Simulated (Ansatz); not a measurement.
# A hypothetical structure for Tc3C

This structure for Tc3C is made up. Its elements were placed in a known structure type with a cell scaled to their sizes. What cell does the guess relax to, and how far off was it?

Calculated with Ansatz 0.2.0; DFT, PBE, plane-wave PAW, files of the set soft_1, scalar-relativistic, no spin, cell and ions relaxed at zero pressure; PAW set ansatz+soft_1, in the first sound run; inputs show where later runs differ.

**1. The structure**

Symmetry: Cmcm, No. 63, orthorhombic system. Conventional cell: a = 2.936 Å, b = 9.200 Å, c = 7.288 Å, α = 90.00°, β = 90.00°, γ = 90.00°. Nearest to Tc lie 2 C at 2.23 Å. Nearest to Tc lie 3 C at 2.25 to 2.47 Å. C has 8 Tc at 2.23 to 2.47 Å nearest. Farther neighbours are not listed.

**2. Relaxation of the guess**

The guess takes its coordinates from another compound and its volume from a rule, so the cell and any free coordinates are relaxed together.

Input file input.yaml:

```yaml
crystal:
  lattice:
    - [1.468, -4.6, 0.0]
    - [1.468, 4.6, 0.0]
    - [0.0, 0.0, 7.288]
  atoms:
    - { symbol: Tc, position: [0.4253, 0.5747, 0.75] }
    - { symbol: Tc, position: [0.5747, 0.4253, 0.25] }
    - { symbol: Tc, position: [0.1393, 0.8607, 0.945] }
    - { symbol: Tc, position: [0.8607, 0.1393, 0.055] }
    - { symbol: Tc, position: [0.1393, 0.8607, 0.555] }
    - { symbol: Tc, position: [0.8607, 0.1393, 0.445] }
    - { symbol: C, position: [0.743, 0.257, 0.75] }
    - { symbol: C, position: [0.257, 0.743, 0.25] }
kpoints:
  mp_grid: { grid: [9, 9, 4] }
scf:
  occupations: { method: fermi_dirac, width: 0.05 }
hamiltonian:
  xc: pbe
  pseudopotentials: { kind: paw, azcp: { C: "soft_1/C.paw.azcp" } }
relax:
  f_tol: 0.015
  max_steps: 70
  cell: {}
output:
  forces: true
  stress: true
```

On the command line:

```sh
$ ansatz run input.yaml --threads 4 --pin off --max-ram 10240MiB --backend cpu --events-out ev --progress --plain --runs-dir out
```

Numbers of over 12 decimals in the logs are rounded to 6 here.

The program printed:

```text
Engine: ansatz 0.2.0, x86_64-unknown-linux-gnu
Pseudopotentials: kind: paw
Pseudopotential: Tc, paw, valence charge 15, recommended cutoff 500 eV (normal), Tc.paw.azcp
Pseudopotential: C, paw, valence charge 4, recommended cutoff 420 eV (normal), soft_1/C.paw.azcp
Functional definition: PBE
  parameter kappa = 0.804
  parameter beta = 0.066725
  exchange = pbe_x(kappa = kappa, mu = beta*pi^2/3)
  correlation = pbe_c(beta = beta)
Crystal: 8 atoms, lattice volume = 98.429 Å³
Basis set: ecut = 500 eV, 2499 PW (Γ), exchange–correlation on 72×72×108 points (8 copies of the dense FFT grid, shifted against one another)
Bands: 59, of which v1, the nominal top of the filled ones, is band 49 counted from 1 (48 counted from 0)
Symmetry: 8 space group operations
Space group: Cmcm (ITA 63), of the structure as read, at distance tolerance 4.6e-5 Å
k-points: 75 of 324
Non-local potential: Tc, projectors of the file, l = 0: 3, l = 1: 3, l = 2: 2, l = 3: 2
Non-local potential: C, projectors of the file, l = 0: 2, l = 1: 2, l = 2: 1
PAW form: soft (Blöchl's): semilocal exchange-correlation on the pseudo side does not see the compensation charge
PAW one-centre angular grid: Tc, 590 points (default); XC on 64 Gauss nodes
PAW one-centre angular grid: C, 110 points (default); XC on 64 Gauss nodes
Initial density: superposition of atomic densities (chi_scale 0.1, normalization cell, long waves kept (reshape's long-wave potential 0.02 eV rms))
Initial wavefunctions: pseudopotential atomic-orbital guess
Functional: x = pbe(κ = 0.804, μ = 0.219515), c = pbe(β = 0.066725)
SCF iter   1: F=—  HF=-32889.437940 eV  |F-HF|=—  |Δ(HF+E_count)|=         —  Δρ=5.07e-2  dr2=2.64e0  ethr=3.10e-3  ⟨swp⟩=4.4  Hψ=13496  notcnv=0
preconditioner: auto → Kerker (q_TF=auto, 2.726 Å⁻¹)  [metal: Δε(μ)=0.006 eV  Ē_g=5.660 eV  σ=0.050 eV  W_gap=0.03  n_scr=28 (ndim 8)  ℏωp=26.5 eV  f_vac=0.000  D(μ)=6.37/eV (n_scr^D=62)]
SCF iter   2: F=—  HF=-32888.818093 eV  |F-HF|=—  |Δ(HF+E_count)|=   6.20e-1  Δρ=2.57e-2  dr2=7.55e-1  ethr=2.70e-3  ⟨swp⟩=3.0  Hψ=7215  notcnv=0  defer=48
SCF iter   3: F=—  HF=-32888.613116 eV  |F-HF|=—  |Δ(HF+E_count)|=   2.05e-1  Δρ=4.66e-3  dr2=3.01e-2  ethr=7.71e-4  ⟨swp⟩=2.6  Hψ=7830  notcnv=0  defer=48
SCF iter   4: F=—  HF=-32888.606537 eV  |F-HF|=—  |Δ(HF+E_count)|=   6.58e-3  Δρ=8.32e-4  dr2=1.14e-3  ethr=3.08e-5  ⟨swp⟩=2.0  Hψ=6102  notcnv=0  defer=48
SCF iter   5: F=—  HF=-32888.606305 eV  |F-HF|=—  |Δ(HF+E_count)|=   2.32e-4  Δρ=2.16e-4  dr2=4.21e-5  ethr=1.16e-6  ⟨swp⟩=2.0  Hψ=6148  notcnv=0  defer=45
SCF iter   6: F=—  HF=-32888.606655 eV  |F-HF|=—  |Δ(HF+E_count)|=   3.50e-4  Δρ=3.40e-5  dr2=8.11e-7  ethr=4.30e-8  ⟨swp⟩=2.0  Hψ=6124  notcnv=0  defer=45
SCF iter   7: F=-32888.606655 eV  HF=-32888.606655 eV  |F-HF|=1.16e-8  |Δ(HF+E_count)|=   6.69e-8  Δρ=7.40e-6  dr2=3.78e-8  ethr=1.02e-10  ⟨swp⟩=4.0  Hψ=15484  notcnv=0
SCF 1 converged in 7 iterations: F = -32888.606655 eV  dr2 = 3.78e-8
  greatest PAW one-centre occupation: 0.990 electrons in one spin orbital (limit 2), on the Tc atom at site 5 (counted from 0), in its partial waves of l = 0
relax step   1: F+E_penalty+E_count = -32888.60665487 eV  Δ(F+E_penalty+E_count) = +0.000e0 eV  max|allowed force component| = 2.394e0 eV/Å  Δτ_max = 0.0000 Å  P = -10.028 GPa  Ω = 98.429 Å³  (7 SCF iters, dr2 threshold 1.00e-7 eV, accepted)
Crystal: 8 atoms, lattice volume = 93.251 Å³
Basis set: ecut = 500 eV, 2367 PW (Γ), exchange–correlation on 72×72×108 points (8 copies of the dense FFT grid, shifted against one another)
Initial density: handed on by an earlier stage of this run
Initial wavefunctions: those handed on with the density
iter 1 solved again at ethr=1.42e-3 eV; its pass at ethr=3.10e-3 eV (dr2=1.39e0 eV) is discarded
SCF iter   1: F=—  HF=-32890.013603 eV  |F-HF|=—  |Δ(HF+E_count)|=         —  Δρ=3.23e-2  dr2=1.42e0  ethr=1.42e-3  ⟨swp⟩=1.1  Hψ=21221  notcnv=0
preconditioner: auto → Kerker (q_TF=auto, 2.751 Å⁻¹)  [metal: Δε(μ)=0.019 eV  Ē_g=5.982 eV  σ=0.050 eV  W_gap=0.09  n_scr=30 (ndim 8)  ℏωp=27.2 eV  f_vac=0.000  D(μ)=4.39/eV (n_scr^D=34)]
SCF iter   2: F=—  HF=-32889.755635 eV  |F-HF|=—  |Δ(HF+E_count)|=   2.58e-1  Δρ=1.60e-2  dr2=4.08e-1  ethr=1.42e-3  ⟨swp⟩=2.0  Hψ=6672  notcnv=0
SCF iter   3: F=—  HF=-32889.642818 eV  |F-HF|=—  |Δ(HF+E_count)|=   1.13e-1  Δρ=3.16e-3  dr2=2.01e-2  ethr=4.17e-4  ⟨swp⟩=2.1  Hψ=7032  notcnv=0  defer=2
SCF iter   4: F=—  HF=-32889.636969 eV  |F-HF|=—  |Δ(HF+E_count)|=   5.85e-3  Δρ=5.69e-4  dr2=2.73e-4  ethr=2.05e-5  ⟨swp⟩=2.0  Hψ=6852  notcnv=0  defer=3
SCF iter   5: F=—  HF=-32889.637312 eV  |F-HF|=—  |Δ(HF+E_count)|=   3.43e-4  Δρ=1.21e-4  dr2=1.05e-5  ethr=2.79e-7  ⟨swp⟩=2.0  Hψ=6255  notcnv=0  defer=3
SCF iter   6: F=-32889.637311 eV  HF=-32889.637311 eV  |F-HF|=7.44e-8  |Δ(HF+E_count)|=   4.57e-7  Δρ=1.96e-5  dr2=2.68e-7  ethr=8.16e-10  ⟨swp⟩=4.2  Hψ=15323  notcnv=0
SCF 2 converged in 6 iterations: F = -32889.637311 eV  dr2 = 2.68e-7
  greatest PAW one-centre occupation: 0.990 electrons in one spin orbital (limit 2), on the Tc atom at site 1 (counted from 0), in its partial waves of l = 0
relax step   2: F+E_penalty+E_count = -32889.63731103 eV  Δ(F+E_penalty+E_count) = -1.031e0 eV  max|allowed force component| = 4.690e-1 eV/Å  Δτ_max = 0.1572 Å  P = +9.442 GPa  Ω = 93.251 Å³  energy of the carried Pulay correction = +1.606e-4 eV  (6 SCF iters, dr2 threshold 8.00e-7 eV, accepted)
Crystal: 8 atoms, lattice volume = 97.649 Å³
Basis set: ecut = 500 eV, 2487 PW (Γ), exchange–correlation on 72×72×108 points (8 copies of the dense FFT grid, shifted against one another)
iter 1 solved again at ethr=5.68e-5 eV; its pass at ethr=3.10e-3 eV (dr2=5.57e-2 eV) is discarded
SCF iter   1: F=—  HF=-32889.955676 eV  |F-HF|=—  |Δ(HF+E_count)|=         —  Δρ=9.75e-3  dr2=5.87e-2  ethr=5.68e-5  ⟨swp⟩=1.9  Hψ=21909  notcnv=0
preconditioner: auto → Kerker (q_TF=auto, 2.730 Å⁻¹)  [metal: Δε(μ)=0.011 eV  Ē_g=5.634 eV  σ=0.050 eV  W_gap=0.06  n_scr=30 (ndim 8)  ℏωp=26.6 eV  f_vac=0.000  D(μ)=3.71/eV (n_scr^D=28)]
SCF iter   2: F=—  HF=-32889.945306 eV  |F-HF|=—  |Δ(HF+E_count)|=   1.04e-2  Δρ=5.42e-3  dr2=1.86e-2  ethr=5.68e-5  ⟨swp⟩=1.0  Hψ=4425  notcnv=0
SCF iter   3: F=—  HF=-32889.941199 eV  |F-HF|=—  |Δ(HF+E_count)|=   4.11e-3  Δρ=6.80e-4  dr2=2.73e-4  ethr=1.90e-5  ⟨swp⟩=2.8  Hψ=7577  notcnv=0
SCF iter   4: F=—  HF=-32889.941486 eV  |F-HF|=—  |Δ(HF+E_count)|=   2.87e-4  Δρ=1.22e-4  dr2=1.04e-5  ethr=2.78e-7  ⟨swp⟩=2.8  Hψ=6809  notcnv=0
iter 5 did not close the SCF: its close was put off for the readings that it lacked (scf_convergence_deferred on its scf_iter line)
SCF iter   5: F=-32889.941485 eV  HF=-32889.941485 eV  |F-HF|=7.90e-8  |Δ(HF+E_count)|=   5.19e-7  Δρ=2.63e-5  dr2=4.35e-7  ethr=1.06e-8  ⟨swp⟩=2.1  Hψ=6185  notcnv=0
SCF iter   6: F=-32889.941485 eV  HF=-32889.941485 eV  |F-HF|=2.57e-9  |Δ(HF+E_count)|=   9.42e-9  Δρ=4.10e-6  dr2=1.20e-8  ethr=4.44e-10  ⟨swp⟩=2.2  Hψ=14863  notcnv=0
SCF 3 converged in 6 iterations: F = -32889.941485 eV  dr2 = 1.20e-8
relax step   3: F+E_penalty+E_count = -32889.94148522 eV  Δ(F+E_penalty+E_count) = -3.042e-1 eV  max|allowed force component| = 5.131e-1 eV/Å  Δτ_max = 0.0760 Å  P = -4.597 GPa  Ω = 97.649 Å³  energy of the carried Pulay correction = +2.364e-5 eV  (6 SCF iters, dr2 threshold 8.00e-7 eV, accepted)
[...]
relax step   4: F+E_penalty+E_count = -32889.98602810 eV  Δ(F+E_penalty+E_count) = -4.454e-2 eV  max|allowed force component| = 2.511e-1 eV/Å  Δτ_max = 0.0311 Å  P = +0.508 GPa  Ω = 96.249 Å³  energy of the carried Pulay correction = +6.657e-5 eV  (6 SCF iters, dr2 threshold 8.00e-7 eV, accepted)
[...]
relax step   5: F+E_penalty+E_count = -32889.99262672 eV  Δ(F+E_penalty+E_count) = -6.599e-3 eV  max|allowed force component| = 3.666e-2 eV/Å  Δτ_max = 0.0150 Å  P = +0.165 GPa  Ω = 96.311 Å³  energy of the carried Pulay correction = +6.464e-5 eV  (6 SCF iters, dr2 threshold 8.00e-7 eV, accepted)
[...]
relax step   6: F+E_penalty+E_count = -32889.99287507 eV  Δ(F+E_penalty+E_count) = -2.484e-4 eV  max|allowed force component| = 1.234e-2 eV/Å  Δτ_max = 0.0028 Å  P = -0.094 GPa  Ω = 96.427 Å³  energy of the carried Pulay correction = +6.107e-5 eV  (6 SCF iters, dr2 threshold 3.64e-7 eV, accepted)
[...]
relax step   7: F+E_penalty+E_count = -32889.99293314 eV  Δ(F+E_penalty+E_count) = -5.806e-5 eV  max|allowed force component| = 4.744e-3 eV/Å  Δτ_max = 0.0010 Å  P = +0.018 GPa  Ω = 96.388 Å³  energy of the carried Pulay correction = +6.226e-5 eV  (6 SCF iters, dr2 threshold 1.45e-7 eV, accepted)
[...]
relax step   8: F+E_penalty+E_count = -32889.99293758 eV  Δ(F+E_penalty+E_count) = -4.435e-6 eV  max|allowed force component| = 1.489e-4 eV/Å  Δτ_max = 0.0003 Å  P = -0.002 GPa  Ω = 96.393 Å³  energy of the carried Pulay correction = +6.210e-5 eV  (6 SCF iters, dr2 threshold 8.19e-9 eV, accepted)
Basis set: ecut = 500 eV, 2443 PW (Γ), exchange–correlation on 72×72×120 points (8 copies of the dense FFT grid, shifted against one another)
Initial wavefunctions: pseudopotential atomic-orbital guess (no wavefunctions were taken with the density)
iter 1 solved again at ethr=3.34e-8 eV; its pass at ethr=3.10e-3 eV (dr2=3.27e-5 eV) is discarded
SCF iter   1: F=—  HF=-32889.993176 eV  |F-HF|=—  |Δ(HF+E_count)|=         —  Δρ=6.42e-5  dr2=3.97e-7  ethr=3.34e-8  ⟨swp⟩=3.9  Hψ=26686  notcnv=0
SCF iter   2: F=—  HF=-32889.993050 eV  |F-HF|=—  |Δ(HF+E_count)|=   1.25e-4  Δρ=3.37e-5  dr2=1.05e-7  ethr=4.05e-10  ⟨swp⟩=2.5  Hψ=7802  notcnv=0
SCF iter   3: F=—  HF=-32889.993051 eV  |F-HF|=—  |Δ(HF+E_count)|=   3.92e-7  Δρ=1.51e-6  dr2=4.85e-10  ethr=1.07e-10  ⟨swp⟩=2.0  Hψ=8096  notcnv=0
iter 4 did not close the SCF: its close was put off for the readings that it lacked (scf_convergence_deferred on its scf_iter line)
SCF iter   4: F=-32889.993051 eV  HF=-32889.993051 eV  |F-HF|=7.28e-12  |Δ(HF+E_count)|=  6.04e-10  Δρ=2.74e-7  dr2=3.80e-11  ethr=1.00e-12  ⟨swp⟩=2.1  Hψ=6235  notcnv=0
iter 5 did not close the SCF: its close was put off for the readings that it lacked (scf_convergence_deferred on its scf_iter line)
SCF iter   5: F=-32889.993051 eV  HF=-32889.993051 eV  |F-HF|=7.28e-12  |Δ(HF+E_count)|=    0.00e0  Δρ=5.38e-8  dr2=2.83e-12  ethr=1.00e-12  ⟨swp⟩=1.0  Hψ=4425  notcnv=0
iter 6 did not close the SCF: its close was put off for the readings that it lacked (scf_convergence_deferred on its scf_iter line)
SCF iter   6: F=-32889.993051 eV  HF=-32889.993051 eV  |F-HF|=1.46e-11  |Δ(HF+E_count)|=  7.28e-12  Δρ=1.33e-8  dr2=1.79e-13  ethr=1.00e-12  ⟨swp⟩=1.0  Hψ=4425  notcnv=0
iter 7 did not close the SCF: its close was put off for the readings that it lacked (scf_convergence_deferred on its scf_iter line)
SCF iter   7: F=-32889.993051 eV  HF=-32889.993051 eV  |F-HF|=0.00e0  |Δ(HF+E_count)|=    0.00e0  Δρ=5.80e-9  dr2=5.09e-14  ethr=1.00e-12  ⟨swp⟩=1.0  Hψ=4425  notcnv=0
SCF iter   8: F=-32889.993051 eV  HF=-32889.993051 eV  |F-HF|=0.00e0  |Δ(HF+E_count)|=    0.00e0  Δρ=7.77e-10  dr2=5.88e-16  ethr=1.00e-12  ⟨swp⟩=2.0  Hψ=9400  notcnv=0
SCF 9 converged in 8 iterations: F = -32889.993051 eV  dr2 = 5.88e-16
relax step   9: F+E_penalty+E_count = -32889.99305058 eV  Δ(F+E_penalty+E_count) = -1.130e-4 eV  max|allowed force component| = 1.754e-4 eV/Å  Δτ_max = 0.0000 Å  P = +0.022 GPa  Ω = 96.393 Å³  stress off target by 4.27e-2 GPa  SCF on the basis re-selected at this cell (its energy is not comparable with the rows above)  (8 SCF iters)
basis re-selected at this cell: Δ(F+E_penalty+E_count) = -1.130e-4 eV, ΔP = +0.024 GPa vs the last step (what re-selecting the basis moved, of the pressure what is left beyond the Pulay correction that the steps carried, after the strain that the cell walked since its last selection, with what the two solves' SCF thresholds leave and, on support functions, any second-order correction that the steps lacked; it is no measure of the basis error at this ecutwfc). The dense FFT grid was sized anew with the basis: this SCF ran on 36×36×60 points, the steps before it on 36×36×54, so part of this shift can come from that change (see relax.cell in the input reference). [rest of the remark cut]
SCF converged after 8 iterations
Free energy (F): -32889.993051 eV
Harris-Foulkes:  -32889.993051 eV  (|F-HF|=0.00e0)
Internal energy: -32889.964189 eV  (E = F + TS)
E sigma→0 (E₀):  -32889.978620 eV
Entropy (-TS):   -0.028862 eV (-3.608 meV/atom)
Fermi energy:    22.012978 eV
--- Per-component energies (eV) ---
  E_band       = -268.074167
  E_kinetic    = 3914.195201
  E_local      = -7317.137947  (includes V_loc(G=0)·N_el)
  E_nonlocal   = 1762.457988
  E_hartree    = 1998.223000
  E_xc         = -1532.586481
  E_vxc        = -1888.081340  (∫ρ·V_xc dr)
  E_paw        = -19868.611304  (= ΣΔE_a)
  E_vpaw       = -735.953911  (= ΣTr[D̂ρ^β])
  E_aug_tail   = -0.000159  (compensation charges beyond the density's cutoff)
  E_ewald      = -11846.504487
  E_smearing   = -0.028862  (= −TS)
  E_closure    = 0.000000  (closes the sum)
  Σ components = -32889.993051   (vs F -32889.993051, Δ=0.00e0)
--- Forces (eV/Å), atoms counted from 1 ---
  atom   1  Tc     0.00000000     0.00011010    -0.00000000
  atom   2  Tc     0.00000000    -0.00011010     0.00000000
  atom   3  Tc     0.00000000    -0.00017539    -0.00012632
  atom   4  Tc     0.00000000     0.00017539     0.00012632
  atom   5  Tc     0.00000000    -0.00017539     0.00012632
  atom   6  Tc     0.00000000     0.00017539    -0.00012632
  atom   7  C      0.00000000     0.00002562    -0.00000000
  atom   8  C      0.00000000    -0.00002562     0.00000000
  max |Σ_I F_I| component: 1.73e-18 eV/Å
--- Stress (GPa, compression-positive) ---
        0.011124       0.000000       0.000000
        0.000000       0.010829      -0.000000
        0.000000      -0.000000       0.042704
  P = ⅓ Tr σ = 0.0216 GPa (0.216 kbar)
--- Relaxed structure (8 steps of the walk, 8 accepted, 1 SCFs on fresh bases) ---
  F+E_penalty+E_count = -32889.99305058 eV   max|allowed force component| = 1.754e-4 eV/Å   (the final SCF, on the basis selected at the relaxed cell)
  cell:  # Å, volume = 96.3935 Å³
    - [1.396115, -4.580257, 0]
    - [1.396115, 4.580257, 0]
    - [0, 0, 7.537137]
  atoms:
    - { symbol: Tc, position: [0.410873, 0.589127, 0.750000] }
    - { symbol: Tc, position: [0.589127, 0.410873, 0.250000] }
    - { symbol: Tc, position: [0.127262, 0.872738, 0.922354] }
    - { symbol: Tc, position: [0.872738, 0.127262, 0.077646] }
    - { symbol: Tc, position: [0.127262, 0.872738, 0.577646] }
    - { symbol: Tc, position: [0.872738, 0.127262, 0.422354] }
    - { symbol: C, position: [0.732357, 0.267643, 0.750000] }
    - { symbol: C, position: [0.267643, 0.732357, 0.250000] }
```

Run time: 54 s. Hardware: 4 threads of AMD EPYC 7R13 (Zen 3), shared host; peak memory 0.83 GiB; 3.4 min of CPU time.

Step by step:

```
step  energy less that of the first step (eV)  largest force component (eV/Å)  pressure (GPa)  volume (Å³)
   1                                   0.0000                          2.3937          -10.03        98.43
   2                                  -1.0307                          0.4690            9.44        93.25
   3                                  -1.3348                          0.5131           -4.60        97.65
   4                                  -1.3794                          0.2511            0.51        96.25
   5                                  -1.3860                          0.0367            0.16        96.31
   6                                  -1.3862                          0.0123           -0.09        96.43
   7                                  -1.3863                          0.0047            0.02        96.39
   8                                  -1.3863                          0.0001            0.00        96.39
  9*                                  -1.3864                          0.0002            0.02        96.39
```

Relaxation steps marked * repeat the geometry before them on a plane-wave basis chosen anew for their cell, so energy and pressure can jump there.

The run keeps the 8 symmetry operations that it works with, so distortions that break them were not tested.

```
conventional cell, symmetrised  before  after  change
                         a (Å)   2.936  2.792  -4.9 %
                         b (Å)   9.200  9.161  -0.4 %
                         c (Å)   7.288  7.537  +3.4 %
              volume (Å³/atom)   12.30  12.05  -2.1 %
```

The atoms that moved most (Å, as changes of fractional coordinates times the final cell):

```
atom     dx      dy      dz  length
 Tc3  0.000   0.110  -0.171   0.203
 Tc4  0.000  -0.110   0.171   0.203
 Tc5  0.000   0.110   0.171   0.203
 Tc6  0.000  -0.110  -0.171   0.203
 Tc2  0.000  -0.132   0.000   0.132
 Tc1  0.000   0.132   0.000   0.132
  C7  0.000   0.097   0.000   0.097
  C8  0.000  -0.097   0.000   0.097
```

This step gave:

- free energy: -32889.9931 eV
- energy at zero smearing: -32889.9786 eV
- smearing term TS: 0.02886 eV
- Fermi energy: 22.01 eV
- electrons: 98
- symmetry operations: 8
- pressure: 0.02155 GPa

Shortest distances by pair of elements, guess and relaxed (not always the same contact):

```
 pair  guess (Å)  relaxed (Å)
 C–Tc      2.229        2.136
Tc–Tc      2.636        2.598
  C–C      2.936        2.792
```

The relaxation ends with a largest force component of 1.7e-4 eV/Å and a pressure of 0.02 GPa.

(Part 1 of 2 ends here.)

[Logs are printed without paths, hosts, clocks, repeated set-up lines and the standing remarks that a program may print on its own settings, such as how far it seeks lower states.]

[Hosts, paths, dates, database ids (printed as entryN), source tags and the programs' standing remarks are cut or masked in the printed files.]
